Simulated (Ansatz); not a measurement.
# Work function of Rh(111): what the settings cost and change

How far do functional and pseudopotentials move the work function of Rh(111), and at what cost?

Method: plane-wave DFT, PBE, Ansatz PAW, in the first sound run; inputs show where later runs differ, in Ansatz 0.2.0.

**What experiment says.**

For Rh (clean (111) face, a compiled value), “Anisotropic work function of elemental crystals” (2019, arxiv:1902.07811) quotes earlier work: work function (clean (111) face, a compiled value) 5.46 eV.

Report form: inputs, costs, results and the conclusion, without the logs.

## 1. Set-up

The cell holds 7 atoms: 7 Rh. Its edges and angles: a = 2.687 Å, b = 2.687 Å, c = 31.164 Å, α = 90.0°, β = 90.0°, γ = 60.0°. Vacuum lies along c.

Coordinates:

```cif
data_structure
_symmetry_space_group_name_H-M 'P 1'
_symmetry_Int_Tables_number 1
_cell_length_a 2.6870
_cell_length_b 2.6870
_cell_length_c 31.1636
_cell_angle_alpha 90.000
_cell_angle_beta 90.000
_cell_angle_gamma 60.000
_cell_volume 194.86
loop_
_atom_site_label
_atom_site_type_symbol
_atom_site_fract_x
_atom_site_fract_y
_atom_site_fract_z
_atom_site_occupancy
Rh1 Rh 0.00000 0.00000 0.28880 1
Rh2 Rh 0.33333 0.33333 0.35920 1
Rh3 Rh 0.66667 0.66667 0.42960 1
Rh4 Rh 0.00000 0.00000 0.50000 1
Rh5 Rh 0.33333 0.33333 0.57040 1
Rh6 Rh 0.66667 0.66667 0.64080 1
Rh7 Rh 0.00000 0.00000 0.71120 1
```

## 2. Run, setting PBE, Ansatz PAW (420 eV)

A work function rests on the faint tail of the density, so the SCF threshold is tight. PBE on the default files comes first; the next runs keep the geometry and change functional or files, each at the cutoff that its files recommend; a relaxation and, for heavy metals, spin-orbit coupling close the ladder.

Input file input.yaml:

```yaml
crystal:
  lattice:
    - [2.6870057685, 0.0, 0.0]
    - [1.3435028843, 2.3270152556, 0.0]
    - [0.0, 0.0, 31.1635861375]
  atoms:
    - { symbol: Rh, position: [0.0, 0.0, 0.2887985985] }
    - { symbol: Rh, position: [0.3333333333, 0.3333333333, 0.3591990657] }
    - { symbol: Rh, position: [0.6666666667, 0.6666666667, 0.4295995328] }
    - { symbol: Rh, position: [0.0, 0.0, 0.5] }
    - { symbol: Rh, position: [0.3333333333, 0.3333333333, 0.5704004672] }
    - { symbol: Rh, position: [0.6666666667, 0.6666666667, 0.6408009343] }
    - { symbol: Rh, position: [0.0, 0.0, 0.7112014015] }
kpoints:
  mp_grid: { grid: [17, 17, 1] }
hamiltonian:
  xc: pbe
scf:
  occupations: { method: fermi_dirac, width: 0.1 }
  convergence: { dr2_threshold: 1.0e-09 }
efield:
  axis: 3
  dipole_correction: true
  ramp_position: 0.97
  ramp_width: 0.06
output:
  write_potential: true
  write_density: true
  volumetric_format: npy
  elf: true
```

On the command line:

```sh
ansatz run input.yaml --threads 4 --pin off --max-ram 6144MiB --backend cpu --events-out ev --progress --plain --runs-dir out
```

Wall time 42 s (4 threads of Arm Neoverse N1, shared host); peak memory 0.82 GiB; 2.1 min of CPU time.

This step gave:

```yaml
energy_at_zero_smearing: -44818.5965 eV
work_function_upper_face: 5.165 eV
```

Running mean over 2.194 Å of the planar mean; the ramp of the sawtooth is left out. The electron's electrostatic potential energy less the Fermi level by z:

```
z (Å)  electron's electrostatic potential energy less the Fermi level (eV)
  3.5                                                                 5.17
  4.0                                                                 5.17
  4.5                                                                 5.16
  5.0                                                                 5.16
  5.5                                                                 5.15
  6.0                                                                 5.09
  6.5                                                                 4.90
  7.0                                                                 4.15
  7.5                                                                0.997
  8.0                                                                -5.56
  8.5                                                                -11.0
  9.0                                                                -12.7
  9.5                                                                -12.9
 10.0                                                                -13.0
 10.5                                                                -13.1
 11.0                                                                -13.2
 11.5                                                                -13.2
 12.0                                                                -13.2
 12.5                                                                -13.2
 13.0                                                                -13.2
 13.5                                                                -13.2
 14.0                                                                -13.2
 14.5                                                                -13.2
 15.0                                                                -13.2
 15.5                                                                -13.2
 16.0                                                                -13.2
 16.5                                                                -13.2
 17.0                                                                -13.2
 17.5                                                                -13.2
 18.0                                                                -13.2
 18.5                                                                -13.2
 19.0                                                                -13.2
 19.5                                                                -13.3
 20.0                                                                -13.2
 20.5                                                                -13.2
 21.0                                                                -13.1
 21.5                                                                -13.0
 22.0                                                                -12.8
 22.5                                                                -11.9
 23.0                                                                -7.72
 23.5                                                               -0.934
 24.0                                                                 3.53
 24.5                                                                 4.76
 25.0                                                                 5.06
 25.5                                                                 5.14
 26.0                                                                 5.16
 26.5                                                                 5.16
 27.0                                                                 5.16
 27.5                                                                 5.17
```

Valence density in the ca plane at fractional y = 0.000, with atoms of Rh within 0.2 Å of it. It is the smooth field of the valence electrons, not physical close to the nuclei.

Values in units of 1e0 e/Å³, 5 rows by 16 columns, each cell a mean:
```
0.3 0.2 0.3 0.5 7.3 2.2 0.3 0.3 0.3 0.3 2.4 7.2 0.4 0.0 0.0 0.0
0.9 0.4 1.0 0.4 1.2 0.5 0.8 0.6 0.6 0.8 0.5 1.2 0.1 0.0 0.0 0.0
1.4 0.5 1.5 0.4 0.4 0.3 1.2 0.9 0.9 1.2 0.3 0.4 0.1 0.0 0.0 0.0
0.6 0.3 0.7 0.4 2.7 0.9 0.6 0.4 0.5 0.6 1.0 2.6 0.2 0.0 0.0 0.0
0.3 0.2 0.3 0.6 9.6 2.9 0.3 0.2 0.2 0.3 3.1 9.6 0.5 0.0 0.0 0.0
```
Columns run along c (16.0 Å, from fractional 0.36 to 0.87 of the cell), rows up along a (2.7 Å). Atoms in or near the plane, at fractional coordinates: Rh at (0.50, 0.00), Rh at (0.71, 0.00).

Electrostatic potential energy in the ca plane at fractional y = 0.000, with atoms of Rh within 0.2 Å of it. With pseudopotentials it is smooth inside the atoms' cores, unlike the true potential.

Ten even steps from '0' (-72 eV) to '9' (14 eV), each cell a mean:
```
99999999997200279999999999997200279999999999
88999988998523689988999988998632589999999999
77899877899877899877899877899877899999999999
56898756899999999755799755799999999999999999
66899766899988999866899866899988999999999999
88999888898645799888899888899755799999999999
99999999997300489999999999998400389999999999
99999999996100279999999999997200179999999999
```
Columns run along c (16.0 Å, from fractional 0.36 to 0.87 of the cell; values clipped at the 3rd and 97th percentile), rows up along a (2.7 Å). Atoms in or near the plane, at fractional coordinates: Rh at (0.50, 0.00), Rh at (0.71, 0.00).

ELF in the ca plane at fractional y = 0.000, with atoms of Rh within 0.2 Å of it. It is the smooth field of the valence electrons, not physical close to the nuclei.

Values, 5 rows by 16 columns, each cell a mean:
```
0.23 0.20 0.23 0.27 0.69 0.41 0.25 0.21 0.21 0.24 0.43 0.69 0.20 0.05 0.01 0.00
0.31 0.23 0.31 0.23 0.33 0.26 0.29 0.26 0.26 0.28 0.26 0.34 0.18 0.06 0.01 0.00
0.38 0.25 0.40 0.24 0.25 0.24 0.35 0.30 0.30 0.35 0.23 0.26 0.21 0.06 0.01 0.00
0.26 0.22 0.26 0.24 0.47 0.30 0.25 0.23 0.24 0.24 0.31 0.48 0.18 0.05 0.01 0.00
0.23 0.19 0.25 0.28 0.73 0.44 0.26 0.21 0.21 0.26 0.46 0.73 0.21 0.04 0.01 0.00
```
Columns run along c (16.0 Å, from fractional 0.36 to 0.87 of the cell), rows up along a (2.7 Å). Atoms in or near the plane, at fractional coordinates: Rh at (0.50, 0.00), Rh at (0.71, 0.00).

The work function is 5.165 eV.

## 3. Slab

This step: plane-wave DFT, LDA, Ansatz PAW (Ansatz 0.2.0).

input.yaml: that of step 2 with these lines changed.

```diff
@@ -16,3 +16,3 @@
 hamiltonian:
-  xc: pbe
+  xc: lda
 scf:
@@ -29,2 +29 @@
   volumetric_format: npy
-  elf: true
```

Wall time 44 s (4 threads); peak memory 0.82 GiB.

The work function is 5.559 eV, +0.394 eV from the run “PBE, Ansatz PAW (420 eV)”, at 1.00 times its CPU time.

## 4. Run

This step: plane-wave DFT, PBEsol, Ansatz PAW (Ansatz 0.2.0).

input.yaml: that of step 3 with these lines changed.

```diff
@@ -16,3 +16,3 @@
 hamiltonian:
-  xc: lda
+  xc: pbesol
 scf:
```

The job ended after 42 s (4 threads; peak memory 0.83 GiB).

The work function is 5.303 eV, +0.137 eV from the run “PBE, Ansatz PAW (420 eV)”, at 0.99 times its CPU time.

## 5. Slab

This step: plane-wave DFT, RPBE, Ansatz PAW (Ansatz 0.2.0).

input.yaml: that of step 4 with these lines changed.

```diff
@@ -16,3 +16,3 @@
 hamiltonian:
-  xc: pbesol
+  xc: rpbe
 scf:
```

Run time: 43 s. Hardware: 4 threads; peak memory 0.82 GiB; 2.2 min of CPU time.

The work function is 4.986 eV, -0.179 eV from the run “PBE, Ansatz PAW (420 eV)”, at 1.0 times its CPU time.

## 6. Slab

This step: plane-wave DFT, r2SCAN, Ansatz PAW (Ansatz 0.2.0).

input.yaml: that of step 5 with these lines changed.

```diff
@@ -16,3 +16,3 @@
 hamiltonian:
-  xc: rpbe
+  xc: r2scan
 scf:
```

The job ended after 2 min (4 threads; peak memory 1.2 GiB).

The work function is 5.165 eV, -0.001 eV from the run “PBE, Ansatz PAW (420 eV)”, at 2.9 times its CPU time.

## 7. Slab

This step: plane-wave DFT, PBE, JTH PAW (Ansatz 0.2.0).

input.yaml: that of step 6 with these lines changed.

```diff
@@ -16,3 +16,4 @@
 hamiltonian:
-  xc: r2scan
+  xc: pbe
+  pseudopotentials: { kind: paw, source: jth }
 scf:
```

Wall time 7.2 min (4 threads); peak memory 5.4 GiB; 25 min of CPU time.

The work function is 5.167 eV, +0.002 eV from the run “PBE, Ansatz PAW (420 eV)”, at 12 times its CPU time.

## 8. Run

This step: plane-wave DFT, PBE, norm-conserving (Ansatz 0.2.0).

input.yaml: that of step 7 with these lines changed.

```diff
@@ -17,3 +17,3 @@
   xc: pbe
-  pseudopotentials: { kind: paw, source: jth }
+  pseudopotentials: { kind: nc }
 scf:
```

It took 2.9 min on 4 threads; peak memory 2.8 GiB; 10 min of CPU time.

The work function is 5.167 eV, +0.002 eV from the run “PBE, Ansatz PAW (420 eV)”, at 4.7 times its CPU time.

## 9. Run

This step: plane-wave DFT, LDA, norm-conserving (Ansatz 0.2.0).

input.yaml: that of step 8 with these lines changed.

```diff
@@ -16,3 +16,3 @@
 hamiltonian:
-  xc: pbe
+  xc: lda
   pseudopotentials: { kind: nc }
```

It took 2.7 min on 4 threads; peak memory 2.8 GiB.

The work function is 5.562 eV, +0.397 eV from the run “PBE, Ansatz PAW (420 eV)”, at 4.5 times its CPU time.

## 10. Run, setting PBE, all layers relaxed

This step: plane-wave DFT, PBE, Ansatz PAW (Ansatz 0.2.0).

input.yaml: that of step 9 with these lines changed.

```diff
@@ -16,4 +16,3 @@
 hamiltonian:
-  xc: lda
-  pseudopotentials: { kind: nc }
+  xc: pbe
 scf:
@@ -26,2 +25,5 @@
   ramp_width: 0.06
+relax:
+  f_tol: 0.01
+  max_steps: 40
 output:
```

It took 90 s on 4 threads; peak memory 0.73 GiB.

The relaxation took 3 steps and lowered the energy by 0.013 eV; the largest force on the free atoms ends at 0.0072 eV/Å.

The work function is 5.161 eV, -0.004 eV from the run “PBE, Ansatz PAW (420 eV)”, at 2.1 times its CPU time.

## 11. Run

This step: plane-wave DFT, PBE, fully relativistic PAW with spin-orbit coupling (Ansatz 0.2.0).

input.yaml: that of step 10 with these lines changed.

```diff
@@ -17,2 +17,3 @@
   xc: pbe
+  pseudopotentials: { kind: paw_fr }
 scf:
@@ -25,5 +26,5 @@
   ramp_width: 0.06
-relax:
-  f_tol: 0.01
-  max_steps: 40
+magnetization:
+  noncollinear: true
+  spin_orbit: true
 output:
```

Run time: 5.2 min. Hardware: 4 threads; peak memory 3.1 GiB.

The work function is 5.162 eV, -0.004 eV from the run “PBE, Ansatz PAW (420 eV)”, at 8.7 times its CPU time.

## 12. The series together

Times are for 4 threads of Arm Neoverse N1, shared host. The series side by side:

| no. | setting | work function, upper face (eV) | time | memory (GiB) |
| --- | --- | --- | --- | --- |
| 1 | PBE, Ansatz PAW (420 eV) | 5.165 | 42 s | 0.82 |
| 2 | LDA, Ansatz PAW (420 eV) | 5.559 | 44 s | 0.82 |
| 3 | PBEsol, Ansatz PAW (420 eV) | 5.303 | 42 s | 0.83 |
| 4 | RPBE, Ansatz PAW (420 eV) | 4.986 | 43 s | 0.82 |
| 5 | r2SCAN, Ansatz PAW (500 eV) | 5.165 | 2 min | 1.2 |
| 6 | PBE, JTH PAW (2100 eV) | 5.167 | 7.2 min | 5.4 |
| 7 | PBE, norm-conserving (1197 eV) | 5.167 | 2.9 min | 2.8 |
| 8 | LDA, norm-conserving (1197 eV) | 5.562 | 2.7 min | 2.8 |
| 9 | PBE, all layers relaxed | 5.161 | 90 s | 0.73 |
| 10 | PBE with spin-orbit coupling (420 eV) | 5.162 | 5.2 min | 3.1 |

## 13. The same run with other settings

This step: plane-wave DFT, PBE, Ansatz PAW (Ansatz 0.2.0).

An input spoilt on purpose, to show how the run answers: it repeats the earlier run “PBE, Ansatz PAW (420 eV)” with crystal.atoms[0].spin to 2.0, and scf.max_iter set to 60; its output block differs too.

input.yaml, the sections that differ from step 11:

```yaml
crystal:
  lattice:
    - [2.6870057685, 0.0, 0.0]
    - [1.3435028843, 2.3270152556, 0.0]
    - [0.0, 0.0, 31.1635861375]
  atoms:
    - { symbol: Rh, position: [0.0, 0.0, 0.2887985985], spin: 2.0 }
    - { symbol: Rh, position: [0.3333333333, 0.3333333333, 0.3591990657] }
    - { symbol: Rh, position: [0.6666666667, 0.6666666667, 0.4295995328] }
    - { symbol: Rh, position: [0.0, 0.0, 0.5] }
    - { symbol: Rh, position: [0.3333333333, 0.3333333333, 0.5704004672] }
    - { symbol: Rh, position: [0.6666666667, 0.6666666667, 0.6408009343] }
    - { symbol: Rh, position: [0.0, 0.0, 0.7112014015] }
hamiltonian:
  xc: pbe
scf:
  occupations: { method: fermi_dirac, width: 0.1 }
  convergence: { dr2_threshold: 1.0e-09 }
  max_iter: 60
# kpoints, efield, output: as in step 11
# magnetization: removed
```

Run time: 0.02 s. Hardware: 4 threads; peak memory 0.14 GiB; 0.02 s of CPU time.

The input was rejected at the start.

The program's message: “Error: inconsistent input (magnetization.spin_polarized): false but per-atom `spin:`, `per_species`, `initial_magnetization`, `magnetic_field`, or `spin_locking` is set”

The fault put into the input: a moment without spin polarisation.

## 14. Summary of results

```yaml
work_function_pbe_ansatz_paw_420_ev: 5.165 eV
work_function_lda_ansatz_paw_420_ev: 5.559 eV
work_function_rpbe_ansatz_paw_420_ev: 4.986 eV
work_function_r2scan_ansatz_paw_500_ev: 5.165 eV
work_function_lda_norm_conserving_1197_ev: 5.562 eV
work_function_pbe_all_layers_relaxed: 5.161 eV
work_function_pbe_with_spin_orbit_coupling_420_ev: 5.162 eV
```

**Reading.** PBE on the default files gives 5.17 eV, and the settings tried spread the value from 4.99 to 5.56 eV. At one geometry LDA lies 0.39 eV above PBE. The choice of pseudopotentials moves the PBE value by 0.002 eV. Relaxing the layers changes it by -0.004 eV. Spin-orbit coupling, on the fully relativistic files, changes it by -0.00 eV. The ladder's slabs use the tabulated experimental lattice constant (two decimals; a low-temperature value for the alkali metals).

Calculation against experiment:

```
                                               quantity  measured  PBE, Ansatz PAW (420 eV)  LDA, Ansatz PAW (420 eV)  RPBE, Ansatz PAW (420 eV)  LDA, norm-conserving (1197 eV)  PBE, all layers relaxed  PBE with spin-orbit coupling (420 eV)
work function (clean (111) face, a compiled value) (eV)      5.46           5.17 (-0.29 eV)           5.56 (+0.10 eV)            4.99 (-0.47 eV)                 5.56 (+0.10 eV)          5.16 (-0.30 eV)                        5.16 (-0.30 eV)
```

Measured values from arxiv:1902.07811 (2019).

**Verdict.** For the work function, of the levels listed nearest comes LDA, Ansatz PAW (420 eV) (+0.10 eV, good agreement) and farthest RPBE, Ansatz PAW (420 eV) (-0.47 eV, a clear miss).

[Long decimals in the printed logs are rounded to 6 places.]

[Logs are printed without paths, hosts, clocks, repeated set-up lines and the standing remarks that a program may print on its own settings, such as how far it seeks lower states.]

[Hosts, paths, dates, database ids (printed as entryN), source tags and the programs' standing remarks are cut or masked in the printed files.]

[Maps of the electrostatic potential energy from Ansatz leave out the sawtooth potential of an applied field or a dipole correction, so their vacuum need not be flat; planar profiles and work functions include it.]
